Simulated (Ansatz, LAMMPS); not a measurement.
**Squeezing and shearing amorphous Zn22Hg13S35 (70 atoms)**

Aim: relax amorphous Zn22Hg13S35 (70 atoms), then change its volume and shape to read moduli from the stress.

Program: Ansatz 0.2.0. Level of theory: Kohn-Sham DFT, RPBE, PAW (set soft_2), plane waves. Results are calculated unless marked as measured.

## 1. Starting point

The cell holds 70 atoms: 22 Zn, 13 Hg and 35 S. Cell: a = 11.581 Å, b = 11.581 Å, c = 11.581 Å, α = 90.0°, β = 90.0°, γ = 90.0°. 70 atoms (22 Zn, 13 Hg, 35 S) placed at random at 5.53 g/cm³, melted at 2500 K for 10 ps at fixed volume with the Stillinger-Weber II-VI potential (Zhou et al., Phys. Rev. B 88, 085309 (2013)). Quenched from 2500 K to 500 K at 100 K/ps and fixed volume, held 5 ps.

What the set-up can't give: The quench rate of 100 K/ps far exceeds what a furnace or splat quench reaches, so expect more defects and frozen-in strain than in a real sample. The starting topology of bonds comes from the classical model, and needn't be the one that DFT or experiment would give. The Brillouin zone is sampled at Γ only. The levels lack spin–orbit coupling, which is large for the heavy elements here.

## 2. Single point at the start

The forces at the start show how far the geometry lies from a minimum of this functional.

The input, input.yaml:

```yaml
crystal:
  lattice:
    - [11.5811, 0.0, 0.0]
    - [0.0, 11.5811, 0.0]
    - [0.0, 0.0, 11.5811]
  atoms:
    - { symbol: Zn, position: [0.4716, 0.14249, 0.03323] }
    - { symbol: Zn, position: [0.36854, 0.39035, 0.46979] }
    - { symbol: Zn, position: [0.555, 0.86897, 0.52524] }
    - { symbol: Zn, position: [0.43023, 0.81467, 0.11481] }
    - { symbol: Zn, position: [0.58607, 0.18028, 0.69246] }
    - { symbol: Zn, position: [0.45704, 0.62787, 0.2732] }
    - { symbol: Zn, position: [0.74143, 0.68623, 0.14774] }
    - { symbol: Zn, position: [0.97792, 0.46588, 0.07198] }
    - { symbol: Zn, position: [0.37648, 0.98014, 0.82899] }
    - { symbol: Zn, position: [0.69672, 0.97858, 0.24209] }
    - { symbol: Zn, position: [0.13089, 0.3174, 0.32197] }
    - { symbol: Zn, position: [0.07418, 0.46406, 0.61102] }
    - { symbol: Zn, position: [0.39721, 0.29519, 0.76883] }
    - { symbol: Zn, position: [0.82306, 0.17165, 0.44711] }
    - { symbol: Zn, position: [0.15378, 0.63953, 0.31361] }
    - { symbol: Zn, position: [0.65661, 0.44119, 0.9333] }
    - { symbol: Zn, position: [0.68876, 0.91676, 0.89377] }
    - { symbol: Zn, position: [0.43681, 0.15647, 0.3479] }
    - { symbol: Zn, position: [0.68685, 0.33823, 0.2035] }
    - { symbol: Zn, position: [0.35015, 0.45038, 0.08575] }
    - { symbol: Zn, position: [0.87742, 0.52918, 0.42818] }
    - { symbol: Zn, position: [0.43955, 0.66554, 0.80402] }
    - { symbol: Hg, position: [0.1478, 0.82521, 0.68007] }
    - { symbol: Hg, position: [0.09831, 0.90147, 0.99544] }
    - { symbol: Hg, position: [0.31379, 0.65681, 0.5339] }
    - { symbol: Hg, position: [0.88779, 0.67912, 0.79086] }
    - { symbol: Hg, position: [0.16346, 0.0143, 0.26606] }
    - { symbol: Hg, position: [0.00971, 0.07138, 0.75077] }
    - { symbol: Hg, position: [0.16938, 0.50131, 0.77704] }
    - { symbol: Hg, position: [0.90717, 0.85094, 0.41908] }
    - { symbol: Hg, position: [0.19248, 0.21454, 0.97575] }
    - { symbol: Hg, position: [0.20607, 0.07094, 0.55438] }
    - { symbol: Hg, position: [0.89921, 0.00811, 0.15246] }
    - { symbol: Hg, position: [0.61484, 0.4875, 0.58277] }
    - { symbol: Hg, position: [0.81368, 0.19224, 0.91667] }
    - { symbol: S, position: [0.97618, 0.17062, 0.29342] }
    - { symbol: S, position: [0.55586, 0.0586, 0.85759] }
    - { symbol: S, position: [0.85287, 0.29268, 0.10031] }
    - { symbol: S, position: [0.25465, 0.14061, 0.76652] }
    - { symbol: S, position: [0.29413, 0.20857, 0.19651] }
    - { symbol: S, position: [0.35196, 0.65308, 0.00334] }
    - { symbol: S, position: [0.31535, 0.97775, 0.02885] }
    - { symbol: S, position: [0.30286, 0.80326, 0.28662] }
    - { symbol: S, position: [0.72106, 0.30965, 0.76303] }
    - { symbol: S, position: [0.63864, 0.85269, 0.08593] }
    - { symbol: S, position: [0.31848, 0.48743, 0.2902] }
    - { symbol: S, position: [0.90328, 0.65944, 0.03671] }
    - { symbol: S, position: [0.37937, 0.98141, 0.45593] }
    - { symbol: S, position: [0.8686, 0.50469, 0.6403] }
    - { symbol: S, position: [0.12772, 0.71594, 0.87116] }
    - { symbol: S, position: [0.77702, 0.68401, 0.35321] }
    - { symbol: S, position: [0.73448, 0.36058, 0.40357] }
    - { symbol: S, position: [0.39124, 0.83902, 0.68868] }
    - { symbol: S, position: [0.6854, 0.82675, 0.70364] }
    - { symbol: S, position: [0.63097, 0.58952, 0.77556] }
    - { symbol: S, position: [0.51411, 0.25453, 0.51135] }
    - { symbol: S, position: [0.59584, 0.53534, 0.13648] }
    - { symbol: S, position: [0.93927, 0.22522, 0.61607] }
    - { symbol: S, position: [0.92853, 0.87164, 0.64067] }
    - { symbol: S, position: [0.37067, 0.48766, 0.67461] }
    - { symbol: S, position: [0.16042, 0.42504, 0.99032] }
    - { symbol: S, position: [0.0224, 0.79682, 0.21795] }
    - { symbol: S, position: [0.88504, 0.97907, 0.91252] }
    - { symbol: S, position: [0.01132, 0.48554, 0.27955] }
    - { symbol: S, position: [0.46958, 0.33537, 0.96658] }
    - { symbol: S, position: [0.54968, 0.67593, 0.44747] }
    - { symbol: S, position: [0.17928, 0.30452, 0.51595] }
    - { symbol: S, position: [0.59253, 0.15957, 0.19645] }
    - { symbol: S, position: [0.7156, 0.9839, 0.44161] }
    - { symbol: S, position: [0.0827, 0.65497, 0.51339] }
kpoints:
  mp_grid: { grid: [1, 1, 1] }
hamiltonian:
  xc: rpbe
scf:
  occupations: { method: gaussian, width: 0.05 }
output:
  forces: true
```

The run is started by

```bash
> ansatz run input.yaml --threads 4 --pin off --max-ram 8192MiB --backend cpu --events-out ev --progress --plain --runs-dir out
```

Numbers of over 12 decimals in the logs are rounded to 6 here.

Output:

```text
[...]
Pseudopotentials: kind: paw
Pseudopotential: Zn, paw, valence charge 12, recommended cutoff 420 eV (normal), Zn.paw.azcp
Pseudopotential: Hg, paw, valence charge 20, recommended cutoff 420 eV (normal), Hg.paw.azcp
Pseudopotential: S, paw, valence charge 6, recommended cutoff 420 eV (normal), S.paw.azcp
[...]
Crystal: 70 atoms, lattice volume = 1553.279 Å³
Basis set: ecut = 420 eV, 30551 PW (Γ), exchange–correlation on 160×160×160 points (8 copies of the dense FFT grid, shifted against one another)
Bands: 437, of which v1, the nominal top of the filled ones, is band 367 counted from 1 (366 counted from 0)
Symmetry: 1 space group operations
Space group: P1 (ITA 1), of the structure as read, at distance tolerance 1.2e-4 Å
k-points: 1
[...]
Initial density: superposition of atomic densities (neutral atoms: chi_scale 0, normalization atom), corrected by the library's trained network
Initial wavefunctions: pseudopotential atomic-orbital guess
[...]
SCF iter   1: F=—  HF=-284606.497182 eV  |F-HF|=—  |Δ(HF+E_count)|=         —  Δρ=6.72e-3  dr2=1.66e0  ethr=1.77e-3  ⟨swp⟩=6.0  Hψ=1748  notcnv=0  defer=17
preconditioner: auto → LDOS  [metal: Δε(μ)=0.046 eV  Ē_g=9.531 eV  σ=0.050 eV  W_gap=0.48  n_scr=364 (ndim 8)  ℏωp=23.6 eV  f_vac=0.049  D(μ)=42.08/eV (n_scr^D=256)  β→1.0]
[...]
SCF iter  17: F=—  HF=-284606.259706 eV  |F-HF|=—  |Δ(HF+E_count)|=   4.00e-8  Δρ=2.48e-6  dr2=2.42e-7  ethr=6.90e-11  ⟨swp⟩=2.0  Hψ=652  notcnv=0  defer=58
SCF iter  18: F=-284606.259706 eV  HF=-284606.259706 eV  |F-HF|=8.23e-8  |Δ(HF+E_count)|=   1.71e-8  Δρ=1.64e-6  dr2=9.83e-8  ethr=1.36e-11  ⟨swp⟩=2.0  Hψ=1134  notcnv=0
SCF 1 converged in 18 iterations: F = -284606.259706 eV  dr2 = 9.83e-8
[...]
SCF converged after 18 iterations
Free energy (F): -284606.259706 eV
Harris-Foulkes:  -284606.259706 eV  (|F-HF|=8.23e-8)
Internal energy: -284606.199332 eV  (E = F + TS)
E sigma→0 (E₀):  -284606.229519 eV
Entropy (-TS):   -0.060374 eV (-0.862 meV/atom)
Fermi energy:    7.168525 eV
--- Per-component energies (eV) ---
[...]
Σ components = -284606.259706   (vs F -284606.259706, Δ=0.00e0)
--- Forces (eV/Å), atoms counted from 1 ---
  atom   1  Zn     0.10296496     0.01371763     0.24748040
  atom   2  Zn    -0.68747753    -0.28431016     0.25335442
  atom   3  Zn    -0.02764019     0.03813474     0.46839820
  atom   4  Zn    -0.57723008    -0.06705395    -0.51535898
[...]
atom  70  S      1.48657039    -0.20493865    -0.03990580
  max |Σ_I F_I| component: 3.31e-5 eV/Å
```

Elapsed: 19 s, on 4 threads of AMD EPYC 9R14 (Zen 4), shared host; peak memory 2.2 GiB.

The column dr2 measures how far the density is from self-consistency, as an energy; F and HF (Harris–Foulkes) agree once it is small.

The r.m.s. force at the start is 0.58 eV/Å.

## 3. Cell and atoms relaxed

Cell and atoms are freed together, to release stress as well as forces.

The input, input.yaml:

```yaml
crystal:
  lattice:
    - [11.5811, 0.0, 0.0]
    - [0.0, 11.5811, 0.0]
    - [0.0, 0.0, 11.5811]
  atoms:
    [... the 70 atom lines of step 2 ...]
kpoints:
  mp_grid: { grid: [1, 1, 1] }
hamiltonian:
  xc: rpbe
scf:
  occupations: { method: gaussian, width: 0.05 }
output:
  forces: true
relax:
  f_tol: 0.05
  max_steps: 150
  cell: {}
```

Output:

```text
[...]
Crystal: 70 atoms, lattice volume = 1553.279 Å³
Basis set: ecut = 420 eV, 30551 PW (Γ), exchange–correlation on 160×160×160 points (8 copies of the dense FFT grid, shifted against one another)
Bands: 441, of which v1, the nominal top of the filled ones, is band 367 counted from 1 (366 counted from 0)
Symmetry: 1 space group operations
[...]
k-points: 1
[...]
SCF iter   1: F=—  HF=-284606.497316 eV  |F-HF|=—  |Δ(HF+E_count)|=         —  Δρ=6.72e-3  dr2=1.66e0  ethr=1.77e-3  ⟨swp⟩=6.0  Hψ=1766  notcnv=0  defer=20
[...]
SCF iter  18: F=-284606.259706 eV  HF=-284606.259706 eV  |F-HF|=8.26e-8  |Δ(HF+E_count)|=   1.70e-8  Δρ=1.64e-6  dr2=9.82e-8  ethr=1.36e-11  ⟨swp⟩=2.0  Hψ=1138  notcnv=0
SCF 1 converged in 18 iterations: F = -284606.259706 eV  dr2 = 9.82e-8
[...]
relax step   1: F+E_penalty+E_count = -284606.25970616 eV  Δ(F+E_penalty+E_count) = +0.000e0 eV  max|allowed force component| = 3.287e0 eV/Å  Δτ_max = 0.0000 Å  P = +1.065 GPa  Ω = 1553.279 Å³  (18 SCF iters, dr2 threshold 1.00e-7 eV, accepted)
[... from here on, the SCF cycles and remarks between the steps are left out ...]
relax step   2: F+E_penalty+E_count = -284610.40876738 eV  Δ(F+E_penalty+E_count) = -4.149e0 eV  max|allowed force component| = 1.399e0 eV/Å  Δτ_max = 0.1947 Å  P = -0.047 GPa  Ω = 1591.322 Å³  energy of the carried Pulay correction = -1.261e-2 eV  (13 SCF iters, dr2 threshold 7.00e-6 eV, accepted)
relax step   3: F+E_penalty+E_count = -284612.96035138 eV  Δ(F+E_penalty+E_count) = -2.552e0 eV  max|allowed force component| = 8.941e-1 eV/Å  Δτ_max = 0.1950 Å  P = +0.274 GPa  Ω = 1596.421 Å³  energy of the carried Pulay correction = -1.428e-2 eV  (12 SCF iters, dr2 threshold 7.00e-6 eV, accepted)
relax step   4: F+E_penalty+E_count = -284614.82997651 eV  Δ(F+E_penalty+E_count) = -1.870e0 eV  max|allowed force component| = 5.546e-1 eV/Å  Δτ_max = 0.2000 Å  P = +0.426 GPa  Ω = 1615.685 Å³  energy of the carried Pulay correction = -2.053e-2 eV  (9 SCF iters, dr2 threshold 7.00e-6 eV, accepted)
relax step   5: F+E_penalty+E_count = -284616.28447997 eV  Δ(F+E_penalty+E_count) = -1.455e0 eV  max|allowed force component| = 5.804e-1 eV/Å  Δτ_max = 0.1956 Å  P = +0.324 GPa  Ω = 1640.140 Å³  energy of the carried Pulay correction = -2.835e-2 eV  (9 SCF iters, dr2 threshold 7.00e-6 eV, accepted)
relax step   6: F+E_penalty+E_count = -284617.45782619 eV  Δ(F+E_penalty+E_count) = -1.173e0 eV  max|allowed force component| = 6.497e-1 eV/Å  Δτ_max = 0.1958 Å  P = +0.195 GPa  Ω = 1657.640 Å³  energy of the carried Pulay correction = -3.388e-2 eV  (9 SCF iters, dr2 threshold 7.00e-6 eV, accepted)
relax step   7: F+E_penalty+E_count = -284618.93680127 eV  Δ(F+E_penalty+E_count) = -1.479e0 eV  max|allowed force component| = 9.430e-1 eV/Å  Δτ_max = 0.1956 Å  P = +0.138 GPa  Ω = 1673.351 Å³  energy of the carried Pulay correction = -3.879e-2 eV  (8 SCF iters, dr2 threshold 7.00e-6 eV, accepted)
relax step   8: F+E_penalty+E_count = -284619.95843090 eV  Δ(F+E_penalty+E_count) = -1.022e0 eV  max|allowed force component| = 8.789e-1 eV/Å  Δτ_max = 0.1946 Å  P = +0.253 GPa  Ω = 1685.486 Å³  energy of the carried Pulay correction = -4.255e-2 eV  (8 SCF iters, dr2 threshold 7.00e-6 eV, accepted)
relax step   9: F+E_penalty+E_count = -284620.88870243 eV  Δ(F+E_penalty+E_count) = -9.303e-1 eV  max|allowed force component| = 8.911e-1 eV/Å  Δτ_max = 0.2000 Å  P = +0.196 GPa  Ω = 1702.636 Å³  energy of the carried Pulay correction = -4.782e-2 eV  (8 SCF iters, dr2 threshold 7.00e-6 eV, accepted)
relax step  10: F+E_penalty+E_count = -284621.67805819 eV  Δ(F+E_penalty+E_count) = -7.894e-1 eV  max|allowed force component| = 3.522e-1 eV/Å  Δτ_max = 0.1949 Å  P = +0.036 GPa  Ω = 1719.537 Å³  energy of the carried Pulay correction = -5.295e-2 eV  (8 SCF iters, dr2 threshold 7.00e-6 eV, accepted)
relax step  11: F+E_penalty+E_count = -284622.34640005 eV  Δ(F+E_penalty+E_count) = -6.683e-1 eV  max|allowed force component| = 4.493e-1 eV/Å  Δτ_max = 0.2000 Å  P = +0.025 GPa  Ω = 1734.180 Å³  energy of the carried Pulay correction = -5.736e-2 eV  (8 SCF iters, dr2 threshold 7.00e-6 eV, accepted)
relax step  12: F+E_penalty+E_count = -284622.85646026 eV  Δ(F+E_penalty+E_count) = -5.101e-1 eV  max|allowed force component| = 3.806e-1 eV/Å  Δτ_max = 0.1948 Å  P = +0.015 GPa  Ω = 1749.630 Å³  energy of the carried Pulay correction = -6.197e-2 eV  (8 SCF iters, dr2 threshold 7.00e-6 eV, accepted)
relax step  13: F+E_penalty+E_count = -284623.21011346 eV  Δ(F+E_penalty+E_count) = -3.537e-1 eV  max|allowed force component| = 3.528e-1 eV/Å  Δτ_max = 0.1938 Å  P = +0.067 GPa  Ω = 1760.254 Å³  energy of the carried Pulay correction = -6.512e-2 eV  (7 SCF iters, dr2 threshold 7.00e-6 eV, accepted)
relax step  14: F+E_penalty+E_count = -284623.47734347 eV  Δ(F+E_penalty+E_count) = -2.672e-1 eV  max|allowed force component| = 2.381e-1 eV/Å  Δτ_max = 0.1950 Å  P = +0.020 GPa  Ω = 1772.368 Å³  energy of the carried Pulay correction = -6.868e-2 eV  (8 SCF iters, dr2 threshold 7.00e-6 eV, accepted)
[...]
relax step  25: F+E_penalty+E_count = -284624.92544834 eV  Δ(F+E_penalty+E_count) = -1.361e-1 eV  max|allowed force component| = 1.400e-1 eV/Å  Δτ_max = 0.2000 Å  P = -0.002 GPa  Ω = 1882.785 Å³  energy of the carried Pulay correction = -1.000e-1 eV  (8 SCF iters, dr2 threshold 7.00e-6 eV, accepted)
relax step  26: F+E_penalty+E_count = -284625.00619339 eV  Δ(F+E_penalty+E_count) = -8.075e-2 eV  max|allowed force component| = 2.053e-1 eV/Å  Δτ_max = 0.1910 Å  P = -0.025 GPa  Ω = 1891.492 Å³  energy of the carried Pulay correction = -1.024e-1 eV  (9 SCF iters, dr2 threshold 1.23e-6 eV, accepted)
relax step  27: F+E_penalty+E_count = -284625.08218964 eV  Δ(F+E_penalty+E_count) = -7.600e-2 eV  max|allowed force component| = 1.882e-1 eV/Å  Δτ_max = 0.1924 Å  P = -0.023 GPa  Ω = 1898.020 Å³  energy of the carried Pulay correction = -1.042e-1 eV  (8 SCF iters, dr2 threshold 2.63e-6 eV, accepted)
relax step  28: F+E_penalty+E_count = -284625.14090305 eV  Δ(F+E_penalty+E_count) = -5.871e-2 eV  max|allowed force component| = 1.117e-1 eV/Å  Δτ_max = 0.1949 Å  P = -0.007 GPa  Ω = 1903.914 Å³  energy of the carried Pulay correction = -1.058e-1 eV  (7 SCF iters, dr2 threshold 2.21e-6 eV, accepted)
relax step  29: F+E_penalty+E_count = -284625.17413282 eV  Δ(F+E_penalty+E_count) = -3.323e-2 eV  max|allowed force component| = 9.066e-2 eV/Å  Δτ_max = 0.1926 Å  P = +0.002 GPa  Ω = 1910.275 Å³  energy of the carried Pulay correction = -1.075e-1 eV  (8 SCF iters, dr2 threshold 7.79e-7 eV, accepted)
relax step  30: F+E_penalty+E_count = -284625.15400738 eV  Δ(F+E_penalty+E_count) = +2.013e-2 eV  max|allowed force component| = 1.248e-1 eV/Å  Δτ_max = 0.2000 Å  P = +0.032 GPa  Ω = 1908.604 Å³  energy of the carried Pulay correction = -1.070e-1 eV  (10 SCF iters, dr2 threshold 5.14e-7 eV, rejected (line search))
relax step  31: F+E_penalty+E_count = -284625.19616149 eV  Δ(F+E_penalty+E_count) = -2.203e-2 eV  max|allowed force component| = 2.973e-2 eV/Å  Δτ_max = 0.0967 Å  P = +0.014 GPa  Ω = 1910.416 Å³  energy of the carried Pulay correction = -1.075e-1 eV  (13 SCF iters, accepted)
relax step  32: F+E_penalty+E_count = -284625.20105562 eV  Δ(F+E_penalty+E_count) = -4.894e-3 eV  max|allowed force component| = 2.651e-2 eV/Å  Δτ_max = 0.0884 Å  P = -0.010 GPa  Ω = 1912.666 Å³  energy of the carried Pulay correction = -1.081e-1 eV  (12 SCF iters, accepted)
relax step  33: F+E_penalty+E_count = -284625.49355296 eV  Δ(F+E_penalty+E_count) = -2.925e-1 eV  max|allowed force component| = 2.623e-2 eV/Å  Δτ_max = 0.0000 Å  P = +0.224 GPa  Ω = 1912.666 Å³  stress off target by 3.98e-1 GPa  SCF on the basis re-selected at this cell (its energy is not comparable with the rows above)  (12 SCF iters)
relax step  34: F+E_penalty+E_count = -284625.52935553 eV  Δ(F+E_penalty+E_count) = -3.580e-2 eV  max|allowed force component| = 6.378e-2 eV/Å  Δτ_max = 0.0608 Å  P = +0.028 GPa  Ω = 1939.191 Å³  energy of the carried Pulay correction = -7.422e-3 eV  (9 SCF iters, dr2 threshold 3.96e-7 eV, accepted)
relax step  35: F+E_penalty+E_count = -284625.44422356 eV  Δ(F+E_penalty+E_count) = +8.513e-2 eV  max|allowed force component| = 2.405e-1 eV/Å  Δτ_max = 0.2000 Å  P = +0.026 GPa  Ω = 1969.290 Å³  energy of the carried Pulay correction = -1.591e-2 eV  (10 SCF iters, dr2 threshold 2.54e-7 eV, rejected (line search))
relax step  36: F+E_penalty+E_count = -284625.54918368 eV  Δ(F+E_penalty+E_count) = -1.983e-2 eV  max|allowed force component| = 4.760e-2 eV/Å  Δτ_max = 0.0904 Å  P = -0.027 GPa  Ω = 1962.057 Å³  energy of the carried Pulay correction = -1.389e-2 eV  (13 SCF iters, accepted)
relax step  37: F+E_penalty+E_count = -284625.56301443 eV  Δ(F+E_penalty+E_count) = -1.383e-2 eV  max|allowed force component| = 4.746e-2 eV/Å  Δτ_max = 0.0000 Å  P = -0.031 GPa  Ω = 1962.057 Å³  stress off target by 4.67e-2 GPa  SCF on the basis re-selected at this cell (its energy is not comparable with the rows above)  (10 SCF iters)
[...]
SCF converged after 10 iterations
Free energy (F): -284625.563014 eV
[...]
Internal energy: -284625.563014 eV  (E = F + TS)
E sigma→0 (E₀):  -284625.563014 eV
Fermi energy:    4.874222 eV
[...]
--- Forces (eV/Å), atoms counted from 1 ---
  atom   1  Zn     0.00190893    -0.00761228     0.00722496
  atom   2  Zn     0.00230251     0.01155316    -0.00090612
  atom   3  Zn     0.00701287    -0.01566106    -0.01913403
  atom   4  Zn    -0.01502533    -0.01863608     0.01887354
  atom   5  Zn    -0.02281327    -0.00874734    -0.01364678
  atom   6  Zn    -0.02318685     0.00436333     0.02378930
  atom   7  Zn    -0.00707403     0.01549858    -0.01714201
  atom   8  Zn     0.01261442    -0.00929339     0.01106606
  atom   9  Zn     0.01302410    -0.01890754    -0.00160005
  atom  10  Zn     0.00257128    -0.00623543     0.01025667
  atom  11  Zn    -0.00381208     0.00478140    -0.01147101
  atom  12  Zn     0.00077483     0.00225598    -0.00323423
  atom  13  Zn     0.01427968     0.00369537     0.00677053
  atom  14  Zn     0.02411310    -0.00189479    -0.00516775
[...]
atom  69  S     -0.01234393     0.00219216    -0.01086736
  atom  70  S     -0.02630620    -0.00065969    -0.02011166
  max |Σ_I F_I| component: 1.29e-5 eV/Å
--- Stress (GPa, compression-positive) ---
       -0.027967      -0.006500      -0.003304
       -0.006500      -0.043615      -0.003265
       -0.003304      -0.003265      -0.021410
  P = ⅓ Tr σ = -0.0310 GPa (-0.310 kbar)
--- Relaxed structure (35 steps of the walk, 33 accepted, 2 SCFs on fresh bases) ---
  F+E_penalty+E_count = -284625.56301443 eV   max|allowed force component| = 4.746e-2 eV/Å   (the final SCF, on the basis selected at the relaxed cell)
  cell:  # Å, volume = 1962.0573 Å³
    - [13.414977, 0.186191, 0.199336]
    - [0.186191, 13.075340, -0.226723]
    - [0.199336, -0.226723, 11.195046]
  atoms:
    - { symbol: Zn, position: [0.501279, 0.061543, 0.034291] }
    - { symbol: Zn, position: [0.333712, 0.342624, 0.498947] }
    - { symbol: Zn, position: [0.500374, 0.860903, 0.477292] }
    - { symbol: Zn, position: [0.359160, 0.791246, 0.065339] }
[...]
- { symbol: S, position: [0.172782, 0.634772, 0.513258] }
```

Wall time 8.4 min (4 threads); peak memory 2.7 GiB.

The relaxation converged after 35 steps, with a largest force component of 0.047 eV/Å.

(Continued in part 2 of 3.)

[Logs are printed without paths, hosts, clocks, repeated set-up lines and the standing remarks that a program may print on its own settings, such as how far it seeks lower states.]

[Hosts, paths, dates, database ids (printed as entryN), source tags and the programs' standing remarks are cut or masked in the printed files.]
